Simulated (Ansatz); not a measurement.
# Bands, cutoff and cost in G0W0 for LaGaO3 (R-3c), part 2 of 2

How do accuracy and time trade against each other in G0W0 on LaGaO3 (R-3c)?

Ansatz 0.2.0; G0W0 on r2SCAN, plane waves, PAW. Known limits of the many-body steps: not at the basis limit; f levels unsure; no spin-orbit coupling.

So far. Step 4 (1200 empty bands, screening to 270 eV): Against the run with 4×4×4 mesh, 708 empty bands, screening to 190 eV, hard PAW files, the gap moves by +0.04 eV.

## 5. 2003 empty bands, screening to 380 eV

Input file input.yaml:

```yaml
crystal:
  lattice:
    - [2.77145, 1.6000974035, 4.4776]
    - [-2.77145, 1.6000974035, 4.4776]
    - [0.0, -3.2001948071, 4.4776]
  atoms:
    - { symbol: La, position: [0.25, 0.25, 0.25] }
    - { symbol: La, position: [0.75, 0.75, 0.75] }
    - { symbol: Ga, position: [0.0, 0.0, 0.0] }
    - { symbol: Ga, position: [0.5, 0.5, 0.5] }
    - { symbol: O, position: [0.8048, 0.6952, 0.25] }
    - { symbol: O, position: [0.25, 0.8048, 0.6952] }
    - { symbol: O, position: [0.6952, 0.25, 0.8048] }
    - { symbol: O, position: [0.1952, 0.3048, 0.75] }
    - { symbol: O, position: [0.75, 0.1952, 0.3048] }
    - { symbol: O, position: [0.3048, 0.75, 0.1952] }
kpoints:
  mp_grid: { grid: [4, 4, 4] }
hamiltonian:
  xc: r2scan
  pseudopotentials: { kind: paw, source: ansatz }
scf:
  occupations: { method: fixed }
gw:
  n_empty_bands: 2003
  ecut_chi: 380
  qp_bands: [v3, c3]
  qp_kpoints: band_edges
  screening: { model: contour_deformation }
```

On the command line:

```bash
$ ansatz run input.yaml --threads 4 --pin off --max-ram 138240MiB --backend cuda --events-out ev --progress --plain --runs-dir out --devices 1 --max-vram 26GiB
```

Numbers of over 12 decimals in the logs are rounded to 6 here.

Log:

```text
GPUs: using 1 of 1 available (devices: 1).
[...]
GPU FFT provider: cuFFT
GPU libraries: cuBLAS 13.8.2, cuFFT 12.4.0, cuSOLVER 12.3.4
Crystal: 10 atoms, lattice volume = 119.138 Å³
Basis set: ecut = 1300 eV, 12633 PW (Γ), exchange–correlation on 384×384×384 points (64 copies of the dense FFT grid, shifted against one another)
Bands: 60, of which v1, the nominal top of the filled ones, is band 50 counted from 1 (49 counted from 0)
[...]
12    49     10.8611   -26.1364     3.8678   -21.3785  0.7684     9.9621     9.9710  root
    12    50     10.8611   -26.1364     3.8678   -21.3785  0.7684     9.9621     9.9710  root
    12    51     16.5884   -18.7643    -8.9724   -30.8944  0.7482    20.0410    19.7461  root ?
    12    52     16.5884   -18.7643    -8.9724   -30.8944  0.7482    20.0410    19.7461  root ?
    12    53     16.5884   -18.7643    -8.9724   -30.8944  0.7482    20.0410    19.7461  root ?
[key lines of the parts left out:]
SCF converged after 9 iterations
Free energy (F): -32854.265963 eV
Fermi energy:    11.384375 eV
```

Elapsed: 7 min, on 1 × NVIDIA H100 80GB HBM3 (shared by 3 runs) with 4 threads of AMD EPYC 7R13 (Zen 3), shared host; peak memory 16 GiB; 13 min of CPU time.

Numbers from this step:

| Quantity | Value |
| --- | --- |
| bands summed | 2053 |
| RPA ε∞ on this mesh (eigenvalues) | 4.237, 4.404, 4.404 |
| plane waves in the screening matrix | 2013 |
| G0W0 gap on the mesh | 5.742 eV |
| k of the valence top | 0, -0.5, -0.5 |
| k of the conduction bottom | 0, 0, 0 |
| starting gap on the mesh | 4.369 eV |
| least direct G0W0 gap on the computed points | 5.865 eV |

Against the run with 4×4×4 mesh, 1200 empty bands, screening to 270 eV, hard PAW files, the gap moves by +0.04 eV.

## 6. Changing the k mesh: 6×6×6 mesh, 312 empty bands, screening to 110 eV, hard PAW files

Only the mesh changes. It samples the long-range screening, which converges on its own terms. Bands and cutoff differ from the step before, so it is read against an earlier run that matches them.

Changes to input.yaml since step 5:

```diff
@@ -17,3 +17,3 @@
 kpoints:
-  mp_grid: { grid: [4, 4, 4] }
+  mp_grid: { grid: [6, 6, 6] }
 hamiltonian:
@@ -24,4 +24,4 @@
 gw:
-  n_empty_bands: 2003
-  ecut_chi: 380
+  n_empty_bands: 312
+  ecut_chi: 110.0
   qp_bands: [v3, c3]
```

Log:

```text
GPUs: using 1 of 1 available (devices: 1).
[...]
GPU FFT provider: cuFFT
GPU libraries: cuBLAS 13.8.2, cuFFT 12.4.0, cuSOLVER 12.3.4
Crystal: 10 atoms, lattice volume = 119.138 Å³
Basis set: ecut = 1300 eV, 12633 PW (Γ), exchange–correlation on 384×384×384 points (64 copies of the dense FFT grid, shifted against one another)
Bands: 60, of which v1, the nominal top of the filled ones, is band 50 counted from 1 (49 counted from 0)
[...]
31    49     10.8610   -26.1273     4.4433   -21.3785  0.7752    10.5545    10.5555  root
    31    50     10.8610   -26.1273     4.4433   -21.3785  0.7752    10.5545    10.5555  root
    31    51     16.5884   -18.7659    -8.6699   -30.8946  0.7518    20.4515    20.0472  root ?
    31    52     16.5884   -18.7659    -8.6699   -30.8946  0.7518    20.4515    20.0472  root ?
    31    53     16.5884   -18.7659    -8.6699   -30.8946  0.7518    20.4515    20.0472  root ?
[key lines of the parts left out:]
SCF converged after 9 iterations
Free energy (F): -32854.266369 eV
Fermi energy:    11.390586 eV
```

Run time: 6.9 min. Hardware: 1 × NVIDIA H100 80GB HBM3 (shared by 3 runs) with 4 threads; peak memory 6.9 GiB; 12 min of CPU time.

Numbers from this step:

- bands summed: 362
- RPA ε∞ on this mesh (eigenvalues): 4.248, 4.421, 4.421
- plane waves in the screening matrix: 331
- G0W0 gap on the mesh: 5.590 eV
- k of the valence top: 0, 0.3333, -0.3333
- k of the conduction bottom: 0, 0, 0
- starting gap on the mesh: 4.363 eV
- least direct G0W0 gap on the computed points: 5.706 eV

Against the run with 4×4×4 mesh, 312 empty bands, screening to 110 eV, hard PAW files, the gap moves by −0.016 eV. A band edge is found at another k point on this mesh.

## 7. Convergence and cost

Times are wall times on 1 × NVIDIA H100 80GB HBM3 (shared by 3 runs) with 4 threads of AMD EPYC 7R13 (Zen 3), shared host, good to a factor of about two.

```csv
mesh,files,frequency,bands summed,cutoff (eV),start (eV),G0W0 (eV),time,host memory (GiB)
4×4×4,hard PAW,contour deformation,362,110,4.369,5.605,69 s,5.1
4×4×4,hard PAW,contour deformation,758,190,4.369,5.665,2 min,7
4×4×4,hard PAW,contour deformation,1250,270,4.369,5.704,3.7 min,9.7
4×4×4,hard PAW,contour deformation,2053,380,4.369,5.742,7 min,16
6×6×6,hard PAW,contour deformation,362,110,4.363,5.590,6.9 min,6.9
```

How the two edges are built up, in eV (the quasiparticle level is the starting level plus Σx plus Σc less Vxc):

```csv
run,edge,start,Σx,Σc,Vxc,Z,QP
362 bands,valence top,11.38,-26.29,4.49,-21.54,0.77,11.13
362 bands,conduction bottom,15.75,-13.22,-3.82,-18.02,0.83,16.73
758 bands,valence top,11.38,-26.29,4.19,-21.54,0.77,10.82
758 bands,conduction bottom,15.75,-13.22,-4.07,-18.02,0.83,16.49
1250 bands,valence top,11.38,-26.29,4.01,-21.54,0.77,10.65
1250 bands,conduction bottom,15.75,-13.22,-4.20,-18.02,0.83,16.35
2053 bands,valence top,11.38,-26.29,3.89,-21.54,0.77,10.52
2053 bands,conduction bottom,15.75,-13.22,-4.29,-18.02,0.83,16.26
```

## 8. Results

| Item | Value |
| --- | --- |
| 362 bands, 110 eV | 5.605 eV |
| 758 bands, 190 eV | 5.665 eV |
| 1250 bands, 270 eV | 5.704 eV |
| 2053 bands, 380 eV | 5.742 eV |
| estimated limit in bands and cutoff | 5.80 eV |
| mesh and start | 4×4×4, r2SCAN |

**Reading.** A line in one over the bands through the two highest rungs gives 5.80 eV, +0.06 eV from the top rung; the pair below gives 5.76 eV, so the estimate is still climbing. The rungs stand 0.20 eV (362 bands), 0.14 eV (758 bands), 0.10 eV (1250 bands) and 0.06 eV (2053 bands) from it. From 362 to 2053 bands the gap moves by +0.14 eV while the time grows 6.1-fold. Σc changes by −0.61 eV at the valence top and −0.47 eV at the conduction bottom, so the levels themselves move more than the gap between them. On the 6×6×6 mesh in place of 4×4×4 the gap differs by −0.02 eV, of which −0.01 eV is already in the start. The cheapest rung within 0.1 eV of this estimate is that with 1250 bands (3.7 min). Gaps are over the mesh's points; an edge off the mesh would be missed. Empty 4f levels lie among the conduction bands. Their place in the start is unsure; it enters the screening, and the edge itself where they lie low. The many-body steps are scalar-relativistic: spin-orbit coupling is not in them.

[Paths, hosts, dates, memory and timing lines, banners, echoed tables and standing remarks are left out of the program output.]

[Logs are printed without paths, hosts, clocks, repeated set-up lines and the standing remarks that a program may print on its own settings, such as how far it seeks lower states.]

[Runs of the session that timed out or met a known fault of the program may be left out.]

[Cells called generated may have been cut or substituted from an entry of the Crystallography Open Database or the Materials Project.]

[Hosts, paths, dates, database ids (printed as entryN), source tags and the programs' standing remarks are cut or masked in the printed files.]
